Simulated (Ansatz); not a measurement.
# Na_i (void) in CdS (F-43m): charge-transition levels and formation energies

Wanted: the transition levels of a interstitial in CdS (F-43m), from a cell of 54 host atoms with 1 Na put in.

Program: Ansatz 0.2.0. Level of theory: place-levels on r2SCAN runs: charge-transition levels and formation energies with image-charge correction and potential alignment at the atomic sites; PAW set soft_1. Results are calculated unless marked as measured.

## Step 1: Starting point

The cell holds 55 atoms: 27 Cd, 27 S and 1 Na. Cell: a = 12.471 Å, b = 12.471 Å, c = 12.471 Å, α = 60.0°, β = 60.0°, γ = 60.0°. It derives from CdS (space group F-43m). Nearest the centre at fractional (0.083, 0.750, 0.750): Na55 at 0.00 Å, Cd17 at 2.55 Å, Cd13 at 2.55 Å, Cd5 at 2.55 Å, Cd35 at 2.55 Å, S52 at 2.94 Å, S48 at 2.94 Å, S54 at 2.94 Å.

Structure file:

```xyz
55
Lattice="0.0000 8.8180 8.8180 8.8180 0.0000 8.8180 8.8180 8.8180 0.0000" Properties=species:S:1:pos:R:3 pbc="T T T"
Cd    0.0000    0.0000    0.0000
S     4.4090    4.4090    4.4090
Cd    2.9393    2.9393    0.0000
S     7.3484    7.3484    4.4090
Cd    5.8787    5.8787    0.0000
S    10.2877   10.2877    4.4090
Cd    2.9393    0.0000    2.9393
S     7.3484    4.4090    7.3484
Cd    5.8787    2.9393    2.9393
S    10.2877    7.3484    7.3484
Cd    8.8180    5.8787    2.9393
S    13.2270   10.2877    7.3484
Cd    5.8787    0.0000    5.8787
S    10.2877    4.4090   10.2877
Cd    8.8180    2.9393    5.8787
S    13.2270    7.3484   10.2877
Cd   11.7574    5.8787    5.8787
S    16.1664   10.2877   10.2877
Cd    0.0000    2.9393    2.9393
S     4.4090    7.3484    7.3484
Cd    2.9393    5.8787    2.9393
S     7.3484   10.2877    7.3484
Cd    5.8787    8.8180    2.9393
S    10.2877   13.2270    7.3484
Cd    2.9393    2.9393    5.8787
S     7.3484    7.3484   10.2877
Cd    5.8787    5.8787    5.8787
S    10.2877   10.2877   10.2877
Cd    8.8180    8.8180    5.8787
S    13.2270   13.2270   10.2877
Cd    5.8787    2.9393    8.8180
S    10.2877    7.3484   13.2270
Cd    8.8180    5.8787    8.8180
S    13.2270   10.2877   13.2270
Cd   11.7574    8.8180    8.8180
S    16.1664   13.2270   13.2270
Cd    0.0000    5.8787    5.8787
S     4.4090   10.2877   10.2877
Cd    2.9393    8.8180    5.8787
S     7.3484   13.2270   10.2877
Cd    5.8787   11.7574    5.8787
S    10.2877   16.1664   10.2877
Cd    2.9393    5.8787    8.8180
S     7.3484   10.2877   13.2270
Cd    5.8787    8.8180    8.8180
S    10.2877   13.2270   13.2270
Cd    8.8180   11.7574    8.8180
S    13.2270   16.1664   13.2270
Cd    5.8787    5.8787   11.7574
S    10.2877   10.2877   16.1664
Cd    8.8180    8.8180   11.7574
S    13.2270   13.2270   16.1664
Cd   11.7574   11.7574   11.7574
S    16.1664   16.1664   16.1664
Na   13.2270    7.3484    7.3484
```

Screening for the image-charge correction: ε∞ = 6.49, ε0 = 10.34, computed on the host (DFPT, PBEsol, on the r2SCAN cell), and a cell off the functional's own equilibrium shifts the ionic part.

The cell's shortest repeat is 12.5 Å.

## Step 2: The runs of each charge state

Levels follow from differences of total energies between charge states, each relaxed by itself.

Each atom starts 0.05 Å or so off its site in a random direction: a symmetric start keeps its symmetry, and would miss off-centre moves and Jahn–Teller distortions. Forces are taken at one point at (¼, ¼, ¼). The cell holds 1 electron fewer than the neutral one, with a uniform background that keeps it neutral on the whole.

The sampling was tested on the host first: at the k-points planned (1x1x1 shifted 0.25 0.25 0.25) its energy lies 0.033 eV an atom from the dense-mesh value, so the final energies take a denser sampling.

One of the inputs; charge, spin and start change from state to state.

qp1.relax/input.yaml reads:

```yaml
crystal:
  lattice:
    - [0.0, 2.93934313, 2.93934313]
    - [2.93934313, 0.0, 2.93934313]
    - [2.93934313, 2.93934313, 0.0]
  atoms:
    - { symbol: Cd, position: [0.0, 0.0, 0.0] }
    - { symbol: S, position: [0.75, 0.75, 0.75] }
  supercell: [3, 3, 3]
  defects: [{ interstitial: { symbol: Na, position: [0.083333, 0.75, 0.75] } }]
total_charge: 1
basis:
  ecutwfc: 500
  xc_grid: 2
hamiltonian:
  xc: r2scan
  pseudopotentials: { kind: paw, azcp: { folder: soft_1 } }
kpoints:
  mp_grid: { grid: [1, 1, 1], shift: [0.25, 0.25, 0.25] }
scf:
  occupations: { method: fixed }
  max_iter: 100
output:
  forces: true
  charged_corrections: { epsilon: 6.49, static_epsilon: 10.34 }
relax:
  f_tol: 0.02
  max_steps: 80
  random_displacement: { amplitude: 0.05, seed: 4785 }
checkpoint:
  write: "../qp1.relax.run"
  compress: false
  write_wavefunctions: true
  write_every: 100000
```

Started as:

```sh
$ ansatz run input.yaml --threads 4 --pin off --max-ram 15073MiB --backend cpu --events-out ev --progress --plain --runs-dir out
```

Defect states can disperse in a cell of this size, so the energy is taken again at a 2×2×2 shifted mesh, on the relaxed structure.

The run of this state that the levels use, under r2SCAN:

qp1.point/input.yaml reads:

```yaml
crystal:
  checkpoint: "../qp1.relax.run"
  host: checkpoint
total_charge: 1
basis:
  ecutwfc: 500
  xc_grid: 2
hamiltonian:
  xc: r2scan
  pseudopotentials: { kind: paw, azcp: { folder: soft_1 } }
kpoints:
  mp_grid: { grid: [2, 2, 2], shift: [0.5, 0.5, 0.5] }
scf:
  occupations: { method: fermi_dirac, width: 0.01 }
  max_iter: 100
output:
  forces: true
  eigenvalues: true
  charged_corrections:
    epsilon: 6.49
    static_epsilon: 10.34
    defect_position: [0.083333, 0.75, 0.75]
  eigenstates: { localisation: true }
  populations: true
  band_densities: [{ bands: [v1, v1] }, { bands: [c1, c1] }]
  write_density: true
  write_potential: true
  volumetric_format: npy
checkpoint:
  read: "../qp1.relax.run"
  write: "../qp1.point.run"
  compress: false
  write_wavefunctions: false
  write_every: 100000
```

Relaxations under r2SCAN at one point at (¼, ¼, ¼); times on 4 threads of Arm Neoverse V1, shared host:

```csv
charge,moment (μB),occupations,outcome,steps,largest displacement against the far atoms (Å),time
0,1,fixed,converged,5,0.28,11 min
+1,0,fixed,converged,6,0.28,5.5 min
```

Single points under r2SCAN at a 2×2×2 shifted mesh; times on 4 threads of Arm Neoverse V1, shared host:

```csv
charge,moment (μB),occupations,outcome,time
0,1,fermi-dirac,converged,14 min
+1,0,fermi-dirac,converged,6 min
```

Distances (Å) from Na55 to the nearest atoms after relaxation with r2SCAN:

```csv
charge,moment (μB),1.,2.,3.,4.,5.,6.
0,1,Cd 2.81,Cd 2.81,Cd 2.81,Cd 2.82,S 2.87,S 2.87
+1,0,Cd 2.81,Cd 2.81,Cd 2.81,Cd 2.82,S 2.87,S 2.87
```

## Step 3: Placing the levels, r2SCAN

A charged cell interacts with its images and the background, and its potential has another zero than the host's. place-levels removes the first by a point-charge model, screened by the static dielectric constant since the ions have relaxed around the charge, and the second by comparing potentials at atoms far from the defect.

The host is a run of the defect-free crystal in the same cutoffs, grids and k-points, so that basis and sampling errors cancel in part in the differences. The host is run in a cell of 2 atoms on a matching mesh. Its band edges are searched through the zone by a band path, so the gap is smaller than, or equal to, that on the mesh. Chemical potentials are energies per atom of Na (bcc), run with the same functional and cutoff.

levels.point.yaml reads:

```yaml
host:
  run: host.point.run
states: [q0_M1.point.run, qp1.point.run]
geometry_from:
  q0_M1.point.run: q0_M1.relax.run
  qp1.point.run: qp1.relax.run
  host.point.run: host.relax.run
chemical_potentials:
  Na:
    energy: -1488.616329
    dataset: <sha256 of the dataset>
epsilon: 6.49
static_epsilon: 10.34
vertical:
  - { from: qp1.point.run, to: qp1.point_neutral.run }
```

Started as:

```sh
$ ansatz place-levels levels.point.yaml -- --threads 4 --pin off --max-ram 15073MiB
```

Numbers of over 12 decimals in the logs are rounded to 6 here.

The program printed:

```text
[... repeated set-up lines and file paths are left out, and long positions are rounded to six places ...]
(+1/0) 1.553 eV above the valence edge (+2.315 eV without the band-filling correction), in the conduction band
formation energy of charge +1: -1.693 eV with the Fermi level at the valence edge
formation energy of charge 0: -0.140 eV with the Fermi level at the valence edge
vertical +1 to 0: no energy, since no alignment is typed
  the change from vertical[0].from (qp1.point.run) to vertical[0].to (qp1.point_neutral.run): by its potential at epsilon 6.49 it stands at 0.001 0.666 0.668, with an rms radius of about 6.4 Å (3.7 3.7 3.7 Å across the planes of the cell's vectors); [...]
  edges by r2scan, gap 1.537 eV; the host is sampled to repeats of 24.94 Å
  the defect's cells are sampled to repeats of 24.94 Å, like sampling
  charge +1: -249239.7190 eV with its correction of +0.274 eV, at epsilon 10.34, aligned at sites: +0.0927 eV, mean over 24 atomic sites at or beyond 6.24 Å from the defect at [0.0833, 0.7500, 0.7500], with +0.000000 for the charge's moments and without [...]
  charge 0: +0.000 eV for its dipole among its images, +0.000 omitted
  of states[1] (qp1.point.run): it parts from the run at its places by a charge that spreads by about 3.7 Å along one vector (1.8 Å or more is wide), by its potential at epsilon 6.49, taken for that of held ions (one typed too small widens it), where the cell [...]
  of states[0] (q0_M1.point.run): a band-filling correction moves a carrier to the host's band edge, which changes its energy by -0.762 eV; [...]
  of vertical[0].from (qp1.point.run): it parts from the run at its places by a charge that spreads by about 3.7 Å along one vector (1.8 Å or more is wide), by its potential at epsilon 6.49, taken for that of held ions (one typed too small widens it), where [...]
  of vertical[0].to (qp1.point_neutral.run): its moments are held at its close (magnetization.spin_locking), by a field of 0.341 eV a Bohr magneton, and its energy and levels are of the state that this holds: a run that lets them go can end lower; [...]
```

Elapsed: 0.22 s, on 4 threads of Arm Neoverse V1, shared host.

Levels between the charges placed, in eV above the valence top:

```csv
,gap (eV),(+1/0)
r2SCAN,1.54,1.55
```

Corrections by state:

```csv
charge,moment (μB),image terms and alignment (eV),band filling (eV),ε used,"over the lowest of its charge, as the program ranks them, band filling apart (eV)"
+1,0.0,0.274,-,10.34,0.000
0,1.0,0.000,-0.762,-,0.000
```

The charged structures listed were also run neutral, and place-levels reads from each pair, by the potential or the spins, how wide the charge is by which they differ; that can be the carrier of either run.

```csv
charge,rms radius (Å),spread where it is widest against the cell (Å),wide from (Å),reading
+1,6.4,3.69,1.76,wide
```

The neutral runs of these pairs need not share the spin of the lowest neutral state, and very wide values only mean spread over the cell.

From the program's caveats on the states, each cut to its opening words:

- charge +1: it parts from the run at its places by a charge that spreads by about 3.7 Å along one vector (1.8 Å or more is wide), by its potential at epsilon 6.49, taken [...]
- charge +1: its alignment with the host at atomic sites is doubtful: the mean over the far sites moves by -0.0688 eV from their farther parts to their nearer, more than [...]
- charge 0 (1 μB): a band-filling correction moves a carrier to the host's band edge, which changes its energy by -0.762 eV
- charge 0 (1 μB): its alignment with the host at atomic sites is doubtful: the mean over the far sites moves by -0.0765 eV from their farther parts to their nearer, more than [...]
- charge 0 (1 μB): its moments are held at its close (magnetization.spin_locking), by a field of 0.341 eV a Bohr magneton, and its energy and levels are of the state that this [...]
- charge 0 (1 μB): flagged: stability check not made

The host's formation energy from the elements is -0.806 eV per atom; it sets how far the chemical potentials can move.

Formation energies (eV), Cd-rich (Δμ(Cd) = 0.00 eV, Δμ(S) = -1.61 eV, Δμ(Na) = 0.00 eV):

```csv
charge,Fermi level at the valence top,at the conduction bottom
+1,-1.69,-0.16
0,-0.14,-0.14
```

Formation energies (eV), S-rich (Δμ(S) = 0.00 eV, Δμ(Cd) = -1.61 eV, Δμ(Na) = 0.00 eV):

```csv
charge,Fermi level at the valence top,at the conduction bottom
+1,-1.69,-0.16
0,-0.14,-0.14
```

## Step 4: The same at the relaxations' own k-points

The relaxations' own energies give the levels at their sampling, for comparison.

levels.relax_mesh.yaml reads:

```yaml
host:
  run: host.relax.run
states: [q0_M1.relax.run, qp1.relax.run]
chemical_potentials:
  Na:
    energy: -1488.616329
    dataset: <sha256 of the dataset>
```

Started as:

```sh
$ ansatz place-levels levels.relax_mesh.yaml -- --threads 4 --pin off --max-ram 15073MiB
```

The program printed:

```text
[...]
formation energy of charge +1: -1.666 eV with the Fermi level at the valence edge
formation energy of charge 0: -0.127 eV with the Fermi level at the valence edge
  edges by r2scan, gap 1.518 eV; the host is sampled to repeats of 12.47 Å
[... the lines on each state left out ...]
```

Wall time 0.09 s (4 threads).

Levels between neighbouring charges, in eV above the valence top:

```csv
,gap (eV),(+1/0)
"one point at (¼, ¼, ¼)",1.52,1.54
a 2×2×2 shifted mesh,1.54,1.55
```

Going from one point at (¼, ¼, ¼) to a 2×2×2 shifted mesh moves formation energies against the elements by up to 0.03 eV; band-filling terms, which differ between samplings, are in these energies.

## Step 5: What came out

| Property | Result |
| --- | --- |
| gap of the host | 1.54 eV (r2SCAN) |
| level (plus 1/0) | 1.55 eV above the valence top, past the conduction bottom (2.31 eV above the valence top without the band-filling term) |
| lowest of the charges placed, just above the valence top (0.02 eV) | +1 |
| lowest of the charges placed, just below the conduction bottom (0.02 eV) | +1 |
| lowest formation energy at mid-gap of the charges run, Cd-rich | -0.92 eV |
| lowest formation energy at mid-gap of the charges run, S-rich | -0.92 eV |

Of the charges placed (0 and +1), +1 is the lowest from 0.02 eV above the valence top to 0.02 eV below the conduction bottom, a gap of 1.54 eV. Charges above +1 and below 0 were not placed, so these runs say nothing of levels that involve them. States placed: +1 at 0 μB; 0 at 1 μB. Other spin states or structures, where not listed, weren't placed. The program finds carriers beyond a band edge of the host and adds a band-filling term at charge 0 (-0.76 eV); steps to such a charge show no bound level, and a defect level inside a band would be read the same way. Na is taken at its element; compounds, which aren't counted here, bound the chemical potentials and would shift these formation energies. The lowest formation energy (Cd-rich and S-rich) is negative across the gap, so the defect would form by itself: these chemical potentials lie beyond what competing compounds allow, or the host is unstable against it. Going from one point at (¼, ¼, ¼) to a 2×2×2 shifted mesh moves formation energies against the elements by up to 0.03 eV; band-filling terms, which differ between samplings, are in these energies. The program doubts the alignment of potentials for at least one state, a sign that the cell is small. Keep in mind: r2SCAN makes the gap too small and tends to spread out bound carriers; spin–orbit coupling, which can matter with heavy atoms, is left out.

[Logs are printed without paths, hosts, clocks, repeated set-up lines and the standing remarks that a program may print on its own settings, such as how far it seeks lower states.]

[Hosts, paths, dates, database ids (printed as entryN), source tags and the programs' standing remarks are cut or masked in the printed files.]

[Where a table of states has a column of steps, it counts the stored structures, which are thinned; the runs took as many ionic steps or more.]

[A defect's name tells the site on which it was built; relaxed atoms can leave that site.]

[For some hosts the program warned that the k-mesh of the response run may be too coarse for force constants and the static dielectric constant; such warnings are not shown here.]
